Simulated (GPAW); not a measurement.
## S K ELNES/XANES of CSO (R3m) from DFT

How does the S K edge of CSO (R3m) move when the bonds are compressed or stretched?

Main program and level: GPAW 26.7.0; X-ray absorption from dipole matrix elements to empty bands, plane-wave PAW LDA.

**1. The structure**

Symmetry: R3m, No. 160, trigonal system. The conventional cell has a = 6.588 Å, b = 6.588 Å, c = 6.071 Å, α = 90.00°, β = 90.00°, γ = 120.00°. S has 1 C at 1.56 Å nearest. O has 1 C at 1.18 Å nearest. Nearest to C lie 1 O at 1.18 Å and 1 S at 1.56 Å. Farther neighbours and most contacts between anions are not listed.

**2. The field without a hole**

A plain self-consistent run shows whether there is a gap, which decides the set-up of the core-hole run.

Contents of scf.py:

```python
import numpy as np
from ase import Atoms
from ase.parallel import parprint, paropen
from gpaw import GPAW, PW, FermiDirac, Mixer, MixerDif, setup_paths
from gpaw.test import gen
setup_paths.insert(0, '.')
gen('S', name='nch1s', xcname='LDA', corehole=(1, 0, 0), write_xml=True)
from gpaw.mpi import world
world.barrier()

atoms = Atoms('SOC',
    cell=[[3.29398903, 1.90178545, 2.02351958],
     [-3.29398903, 1.90178545, 2.02351958],
     [0, -3.8035709, 2.02351958]],
    scaled_positions=[[0.541004, 0.541004, 0.541004],
     [0.991493, 0.991493, 0.991493],
     [0.797703, 0.797703, 0.797703]],
    pbc=True)
atoms.calc = calc = GPAW(legacy_gpaw=True, mode=PW(500, force_complex_dtype=True), xc='LDA', setups={0: 'nch1s'},
    kpts={'size': (6, 6, 6), 'gamma': True}, occupations=FermiDirac(0.05),
    charge=0, mixer=Mixer(0.1, 5, 50), maxiter=150,
    convergence={'density': 0.0001, 'eigenstates': 1e-6}, txt='scf.txt')
energy = atoms.get_potential_energy() + calc.get_reference_energy()
ef = calc.get_fermi_level()
out = dict(energy=energy, fermi=ef, forces=atoms.get_forces().tolist())
parprint(f'all-electron energy {energy:.4f} eV, Fermi level {ef:.4f} eV')
ev = np.array([[calc.get_eigenvalues(k, s) for k in range(len(calc.get_ibz_k_points()))] for s in range(calc.get_number_of_spins())])
out['homo'], out['lumo'], out['counts'] = ev[ev < ef].max(), ev[ev > ef].min(), sorted(set((ev < ef).sum((0, 2)).tolist()))
out['filled'] = (ev[:, 0] < ef).sum(1).tolist()
import json
with paropen('out.json', 'w') as f:
    json.dump(out, f)
```

Command:

```sh
$ OMP_NUM_THREADS=1 mpirun -n 4 gpaw python scf.py
```

Numbers of over 12 decimals in the logs are rounded to 6 here.

Log:

```text
Input parameters:
  convergence: {density: 0.0001,
                eigenstates: 1e-06}
  kpts: {gamma: True,
         size: (6, 6, 6)}
  maxiter: 150
  mixer: {backend: pulay,
          beta: 0.1,
          method: separate,
          nmaxold: 5,
          weight: 50}
  mode: {ecut: 500.0,
         force_complex_dtype: True,
         name: pw}
  occupations: {fixmagmom: False,
                name: fermi-dirac,
                width: 0.05}
  setups: {0: nch1s}

Initialize ...

[... PAW data sets ...]

Reference energy: -13871.294550  # eV

Spin-paired calculation

[... convergence settings ...]
Symmetries present (total): 2
  [... symmetry matrices ...]

216 k-points: 6 x 6 x 6 Monkhorst-Pack grid + [1/12,1/12,1/12]
68 k-points in the irreducible part of the Brillouin zone
       k-points in crystal coordinates                weights
   0:     0.00000000    0.00000000    0.00000000          1/216
   1:     0.00000000    0.00000000    0.16666667          2/216
   2:     0.00000000    0.00000000    0.33333333          2/216
   3:     0.00000000    0.00000000    0.50000000          1/216
   4:     0.16666667   -0.16666667    0.00000000          2/216
   5:     0.16666667   -0.16666667    0.16666667          4/216
   6:     0.16666667   -0.16666667    0.33333333          4/216
   7:     0.16666667   -0.16666667    0.50000000          2/216
   8:     0.16666667    0.00000000   -0.33333333          4/216
   9:     0.16666667    0.00000000   -0.16666667          4/216
          ...
  67:     0.50000000    0.50000000    0.50000000          1/216

Wave functions: Plane wave expansion
  Cutoff energy: 500.000 eV
  Number of coefficients (min, max): 1909, 1948
  Pulay-stress correction: 0.000000 eV/Ang^3 (de/decut=0.000000)
  Using FFTW library
  Wavefunction extrapolation:
    Improved wavefunction reuse through dual PAW basis

Occupation numbers: Fermi-Dirac:
  width: 0.0500  # eV

Eigensolver
   Davidson(niter=2)

Densities:
  Coarse grid: 24*24*24 grid
  Fine grid: 48*48*48 grid
  Total Charge: 0.000000

Density mixing:
  Method: separate
  Backend: pulay
  Linear mixing parameter: 0.1
  old densities: 5
  Width of damping distribution: 1.1
  Damping of long wavelength oscillations: 50

[... Hamiltonian set-up ...]
Number of atoms: 3
Number of atomic orbitals: 12
Number of bands in calculation: 12
Number of valence electrons: 16
Bands to converge: occupied

... initialized

Initializing position-dependent things.

Density initialized from atomic densities
Creating initial wave functions:
  12 bands from LCAO basis set

       O

       C

       S

Atomic positions and initial magnetic moments

Positions:
   0 S     -0.000000    0.000000    3.284197    ( 0.0000,  0.0000,  0.0000)
   1 O      0.000000    0.000000    6.018916    ( 0.0000,  0.0000,  0.0000)
   2 C     -0.000000   -0.000000    4.842503    ( 0.0000,  0.0000,  0.0000)

Unit cell:
           periodic     x           y           z      points  spacing
  1. axis:    yes    3.293989    1.901785    2.023520    24     0.1732
  2. axis:    yes   -3.293989    1.901785    2.023520    24     0.1732
  3. axis:    yes    0.000000   -3.803571    2.023520    24     0.1732

  Lengths:   4.308339   4.308339   4.308339
  Angles:   99.735955  99.735955  99.735955

Effective grid spacing dv^(1/3) = 0.1765

iter:   1   -22.274823
iter:   2   -21.807033   -1.32  -0.97
iter:   3   -21.354867   -1.65  -1.06
iter:   4   -21.263860   -2.38  -1.26
iter:   5   -21.254139   -1.88  -1.46
iter:   6   -21.230710   -2.81  -1.75
iter:   7   -21.227584   -3.43  -2.22
iter:   8   -21.227304c  -4.39  -2.66
iter:   9   -21.227275c  -5.07  -2.90
iter:  10   -21.227268c  -5.84  -3.07
iter:  11   -21.227252c  -5.99  -3.16
iter:  12   -21.227254c  -6.44c -3.30
iter:  13   -21.227257c  -6.54c -3.43
iter:  14   -21.227256c  -6.91c -3.63
iter:  15   -21.227255c  -6.68c -3.82
iter:  16   -21.227255c  -7.87c -4.18c

Converged after 16 iterations.

Dipole moment: (-0.000000, -0.000000, 3.664090) |e|*Ang

Energy contributions relative to reference atoms: (reference = -13871.294550)

Kinetic:        +19.224104
Potential:      -22.047388
External:        +0.000000
XC:             -18.483183
Entropy (-ST):   -0.000000
Local:           +0.079213
SIC:             +0.000000
--------------------------
Free energy:    -21.227255
Extrapolated:   -21.227255

Showing only first 2 kpts
 Kpt  Band  Eigenvalues  Occupancy
  0     6     -2.54532    2.00000
  0     7     -2.54532    2.00000
  0     8      2.46330    0.00000
  0     9      2.46330    0.00000

  1     6     -2.62810    2.00000
  1     7     -2.51048    2.00000
  1     8      2.49646    0.00000
  1     9      2.53076    0.00000

Fermi level: -0.76880

Gap: 4.791 eV
Transition (v -> c):
  (s=0, k=3, n=7, [0.00, 0.00, 0.50]) -> (s=0, k=9, n=8, [0.17, 0.00, -0.17])
Direct/indirect transitions are different
Direct gap: 4.935 eV
Transition at: (s=0, k=9, n=7, [0.17, 0.00, -0.17])

Forces in eV/Ang:
  0 S     0.00000    0.00000    0.10010
  1 O     0.00000   -0.00000   -1.10958
  2 C     0.00000   -0.00000    1.00770
Scalar-relativistic atomic LDA calculation for S (Sulfur, Z=16)
Core hole in 1s state (1s occupation: 2.0)
450 radial gridpoints.
|------------------------------------------------|
|------------------------------------------------|
[... the atom generator's iteration count ...]

Energy contributions:
-------------------------
Kinetic:     +398.923399
XC:           -24.210329
Potential:   -772.509196
-------------------------
Total:       -397.796126

state      eigenvalue         ekin         rmax
-----------------------------------------------
1s^2.0 :   -88.078630   121.519046        0.063
2s^2.0 :    -7.745453    18.438857        0.389
2p^6.0 :    -5.751715    17.606302        0.325
3s^2.0 :    -0.634959     2.788351        1.406
3p^4.0 :    -0.261139     1.948270        1.598
-----------------------------------------------
(units: Bohr and Hartree)

Generating PAW setup
Kinetic energy of the core from tauc = 386.637961
Cutoffs:
rc(s)=1.840
rc(p)=1.850
rc(d)=1.700
rc(vbar)=1.720
rc(comp)=1.430
rc(nct)=1.850

Kinetic energy of the core states: 385.553617
Charge: 0.0
Core electrons: 10.0
Valence electrons: 6.0
Pseudo-core charge: 0.059824
Shape function alpha=4.890
Pseudo-electron charge 6.430847
state    eigenvalue         norm
--------------------------------
3s(2) :    -0.634959     1.191395
*s    :     0.365041
3p(4) :    -0.261139     0.997058
*p    :     0.738861
*d    :     0.000000
--------------------------------

Diagonalizing with gridspacing h=0.050

state   all-electron     PAW
-------------------------------
3s:      -0.634959    -0.635587
3p:      -0.261139    -0.261554
*d:                    0.043150
*f:                    0.074695
-------------------------------
all-electron energy -13892.5218 eV, Fermi level -0.7688 eV
```

Wall time 8.3 s (4 MPI ranks of Arm Neoverse V2, shared host); peak memory 0.18 GiB; 33 s of CPU time.

The mesh shows a gap of 4.79 eV, so the hole is first treated in a charged cell, without the excited electron.

**3. Supercell without a hole, the energy reference**

The photon energy needs a difference of total energies, so the cell and mesh of the coming hole run are first run without a hole.

scf.py, as its differences from that of step 2:

```diff
@@ -10,12 +10,15 @@
 
-atoms = Atoms('SOC',
-    cell=[[3.29398903, 1.90178545, 2.02351958],
-     [-3.29398903, 1.90178545, 2.02351958],
-     [0, -3.8035709, 2.02351958]],
-    scaled_positions=[[0.541004, 0.541004, 0.541004],
-     [0.991493, 0.991493, 0.991493],
-     [0.797703, 0.797703, 0.797703]],
+atoms = Atoms('S2O2C2',
+    cell=[[0, -3.8035709, -4.04703916],
+     [3.29398903, -1.90178545, 4.04703916],
+     [-3.29398903, -1.90178545, 4.04703916]],
+    scaled_positions=[[0.729498, 0.270502, 0.270502],
+     [0.229498, 0.770502, 0.770502],
+     [0.5042535, 0.4957465, 0.4957465],
+     [0.0042535, 0.9957465, 0.9957465],
+     [0.6011485, 0.3988515, 0.3988515],
+     [0.1011485, 0.8988515, 0.8988515]],
     pbc=True)
 atoms.calc = calc = GPAW(legacy_gpaw=True, mode=PW(500, force_complex_dtype=True), xc='LDA', setups={0: 'nch1s'},
-    kpts={'size': (6, 6, 6), 'gamma': True}, occupations=FermiDirac(0.05),
+    kpts={'size': (4, 4, 4), 'gamma': True}, occupations=FermiDirac(0.02),
     charge=0, mixer=Mixer(0.1, 5, 50), maxiter=150,
```

Log:

```text
Input parameters:
  convergence: {density: 0.0001,
                eigenstates: 1e-06}
  kpts: {gamma: True,
         size: (4, 4, 4)}
  maxiter: 150
  mixer: {backend: pulay,
          beta: 0.1,
          method: separate,
          nmaxold: 5,
          weight: 50}
  mode: {ecut: 500.0,
         force_complex_dtype: True,
         name: pw}
  occupations: {fixmagmom: False,
                name: fermi-dirac,
[...]
3s(2) :    -0.634959     1.191395
*s    :     0.365041
3p(4) :    -0.261139     0.997058
*p    :     0.738861
*d    :     0.000000
--------------------------------

Diagonalizing with gridspacing h=0.050

state   all-electron     PAW
-------------------------------
3s:      -0.634959    -0.635587
3p:      -0.261139    -0.261554
*d:                    0.043150
*f:                    0.074695
-------------------------------
all-electron energy -27785.0462 eV, Fermi level -0.7716 eV
[key lines of the parts left out:]
Converged after 16 iterations.
Dipole moment: (0.000000, 0.000000, 10.846164) |e|*Ang
Free energy:    -42.457115
Fermi level: -0.77159
```

The job ended after 13 s (4 MPI ranks; peak memory 0.21 GiB).

Reference energy: -27785.046 eV with the cores included.

[end of part 1 of 3]

[Banner, clock and machine lines of the logs are left out without a mark of their own.]

[Logs are printed without paths, hosts, clocks, repeated set-up lines and the standing remarks that a program may print on its own settings, such as how far it seeks lower states.]

[Hosts, paths, dates, database ids (printed as entryN), source tags and the programs' standing remarks are cut or masked in the printed files.]

[Lists of maxima count a maximum above −3 eV only where it reaches 4 % of the highest in the window and stands out from its surroundings by 2 % of it (1.5 % where it reaches 55 %); shoulders and weaker maxima are passed over, and of the rest the first, up to two pre-edge ones and the few strongest are named.]
